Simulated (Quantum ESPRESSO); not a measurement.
# MgO (Periclase): from Born charge to LO-TO splitting

Aim: work out the LO frequency and the static dielectric constant of MgO (Periclase) from one linear-response run, then check them.

Method: DFT PBEsol, scalar-relativistic, plane waves, GBRV ultrasoft pseudopotentials, in Quantum ESPRESSO 7.5.

The database entry behind the starting cell differs from later determinations by our own check (about 0.1 % long), so it need not match the best structure at ambient conditions.

## Step 1: The relaxed structure

Symmetry: Fm-3m, No. 225, cubic system. Conventional cell: a = 4.216 Å, b = 4.216 Å, c = 4.216 Å, α = 90.00°, β = 90.00°, γ = 90.00°. Nearest to Mg lie 6 O at 2.11 Å. Nearest to O lie 6 Mg at 2.11 Å. Farther neighbours and most contacts between anions are not listed.

This is the cell after its relaxation at this level of theory, not the database cell from which that began.

## Step 2: What the response run gave

A linear-response run on the relaxed cell, with the response to an electric field; only its zone-centre results are used. Cutoff 55 Ry, k mesh 12×12×12.

The program printed:

```text
[banners, grids, parts of the stress and lines that vanish by symmetry left out]
Program PHONON v.7.5
     Reading xml data from directory:

[...]
Exchange-correlation= PBESOL
                           (   1   4  10   8   0   0   0)
[...]
kinetic-energy cut-off    =      55.0000  Ry
     charge density cut-off    =     440.0000  Ry
     convergence threshold     =      1.0E-18
[...]
Exchange-correlation= PBESOL
                           (   1   4  10   8   0   0   0)
[...]
q = (   0.0000000   0.0000000   0.0000000 )
     49 Sym.Ops. (with q -> -q+G )
     G cutoff =  353.6546  (  19747 G-vectors)     FFT grid: ( 40, 40, 40)
     G cutoff =  176.8273  (   6879 G-vectors)  smooth grid: ( 27, 27, 27)
     number of k points=    72
[...]
Mode symmetry, O_h (m-3m)  point group:
[...]
Dielectric constant
[...]
End of electric fields calculation
          Dielectric constant in cartesian axis
          (       3.244540560      -0.000000000       0.000000000 )
          (      -0.000000000       3.244540560       0.000000000 )
          (      -0.000000000       0.000000000       3.244540560 )
          Effective charges (d Force / dE) in cartesian axis without acoustic sum rule applied (asr)
           atom    1  Mg    Mean Z*:        1.98693
      Ex  (        1.98693        0.00000        0.00000 )
      Ey  (        0.00000        1.98693       -0.00000 )
      Ez  (        0.00000       -0.00000        1.98693 )
           atom    2  O     Mean Z*:       -1.98476
      Ex  (       -1.98476       -0.00000       -0.00000 )
      Ey  (       -0.00000       -1.98476        0.00000 )
      Ez  (       -0.00000        0.00000       -1.98476 )
          Effective charges Sum: Mean:        0.00217
[...]
Effective charges (d Force / dE) in cartesian axis with asr applied:
           atom    1  Mg    Mean Z*:        1.98585
[...]
atom    2  O     Mean Z*:       -1.98585
[...]
Representation #   1 modes #   1   2   3
[...]
End of self-consistent calculation
     Convergence has been achieved
     Representation #   2 modes #   4   5   6
[...]
End of self-consistent calculation
     Convergence has been achieved
[...]
Dielectric constant in cartesian axis
          (       3.244540560      -0.000000000       0.000000000 )
          (      -0.000000000       3.244540560       0.000000000 )
          (      -0.000000000       0.000000000       3.244540560 )
          Effective charges (d Force / dE) in cartesian axis without acoustic sum rule applied (asr)
           atom    1  Mg    Mean Z*:        1.98693
      Ex  (        1.98693        0.00000        0.00000 )
      Ey  (        0.00000        1.98693       -0.00000 )
      Ez  (        0.00000       -0.00000        1.98693 )
           atom    2  O     Mean Z*:       -1.98476
      Ex  (       -1.98476       -0.00000       -0.00000 )
      Ey  (       -0.00000       -1.98476        0.00000 )
      Ez  (       -0.00000        0.00000       -1.98476 )
          Effective charges Sum: Mean:        0.00217
[...]
Effective charges (d Force / dE) in cartesian axis with asr applied:
           atom    1  Mg    Mean Z*:        1.98585
[...]
atom    2  O     Mean Z*:       -1.98585
[...]
q = (    0.000000000   0.000000000   0.000000000 )
[...]
freq (    1) =      -0.473794 [THz] =     -15.804074 [cm-1]
     freq (    2) =      -0.473794 [THz] =     -15.804074 [cm-1]
     freq (    3) =      -0.473794 [THz] =     -15.804074 [cm-1]
     freq (    4) =      11.565712 [THz] =     385.790638 [cm-1]
     freq (    5) =      11.565712 [THz] =     385.790638 [cm-1]
     freq (    6) =      11.565712 [THz] =     385.790638 [cm-1]
[...]
Mode symmetry, O_h (m-3m)  point group:
     freq (   1-   3) =        -15.8  [cm-1]   --> T_1u G_15  G_4- I
     freq (   4-   6) =        385.8  [cm-1]   --> T_1u G_15  G_4- I

   JOB DONE.
```

| quantity | value |
| --- | --- |
| cell volume Ω (Å³) | 18.729 |
| mass of Mg (u) | 24.305 |
| mass of O (u) | 15.999 |
| Born charge of Mg, raw (e) | 1.987 |
| Born charge of O, raw (e) | -1.985 |
| ε∞ | 3.244 |
| ω(TO) after the sum rule (cm⁻¹) | 386.0 |

## Step 3: The calculation

The charges must sum to zero over the cell; taking off their mean, 0.001 e, leaves Z* = 1.986 e on Mg. In the polar mode Mg moves against O, so the reduced mass is μ = 24.30 × 16.00 / 40.30 = 9.648 u.

A longitudinal wave builds up a field that adds to the restoring force: ω(LO)² = ω(TO)² + 4π Z*² / (μ Ω ε∞), in Hartree atomic units. With μ = 17587 electron masses and Ω = 126.39 bohr³ the second term is 6.8713e-06 Ha², or 330985 cm⁻² (1 Ha = 219474.6 cm⁻¹).

So ω(LO) = √(149019 + 330985) = 692.8 cm⁻¹, and by the Lyddane-Sachs-Teller relation ε₀ = ε∞ (ω(LO)/ω(TO))² = 10.45.

## Step 4: Check against the program

The analysis program adds the same non-analytic term to the full matrix, here for q along (1 0 0).

The program printed:

```text
[banner, memory and clock lines left out]
Program DYNMAT v.7.5

     Reading Dynamical Matrix from file g.dyn
     ...Force constants read
     ...epsilon and Z* read

     Polarizability (A^3 units)
     multiply by 0.572023 for Clausius-Mossotti correction
         3.345304   -0.000000   -0.000000
        -0.000000    3.345304    0.000000
         0.000000    0.000000    3.345304

     IR activities are in (D/A)^2/amu units

# mode   [cm-1]    [THz]      IR
    1     -0.00   -0.0000    0.0000
    2     -0.00   -0.0000    0.0000
    3      0.00    0.0000    0.0000
    4    386.03   11.5729    9.4302
    5    386.03   11.5729    9.4302
    6    692.82   20.7702    9.4302
```

ε₀ comes from the program's run without a direction of q.

| quantity | by hand | program |
| --- | --- | --- |
| ω(LO) (cm⁻¹) | 692.8 | 692.8 |
| ε₀ | 10.45 | 10.45 |

## Step 5: Results

| Quantity | Value |
| --- | --- |
| TO mode | 386.0 cm⁻¹ |
| LO mode | 692.8 cm⁻¹ |
| static dielectric constant | 10.45 |

The LO mode of MgO (Periclase) lies at 693 cm⁻¹, 307 cm⁻¹ above the TO mode; the formula meets the program within 0.1 cm⁻¹, as it must for a cubic crystal with one polar mode. ω(LO)² − ω(TO)² goes with Z*²/ε∞: an error of 5 % in ε∞ would move the LO mode by 11.5 cm⁻¹, and semilocal functionals tend to overestimate ε∞. The acoustic modes of the response miss zero by 16 cm⁻¹, a numerical error that can touch the optical modes as well. These are harmonic values at zero temperature, at the volume of this functional, for the structure held cubic; stability elsewhere in the zone is no part of this calculation.

[Host names and launcher messages were left out of these logs when they were recorded.]

[Logs are printed without paths, hosts, clocks, repeated set-up lines and the standing remarks that a program may print on its own settings, such as how far it seeks lower states.]

[Hosts, paths, dates, database ids (printed as entryN), source tags and the programs' standing remarks are cut or masked in the printed files.]
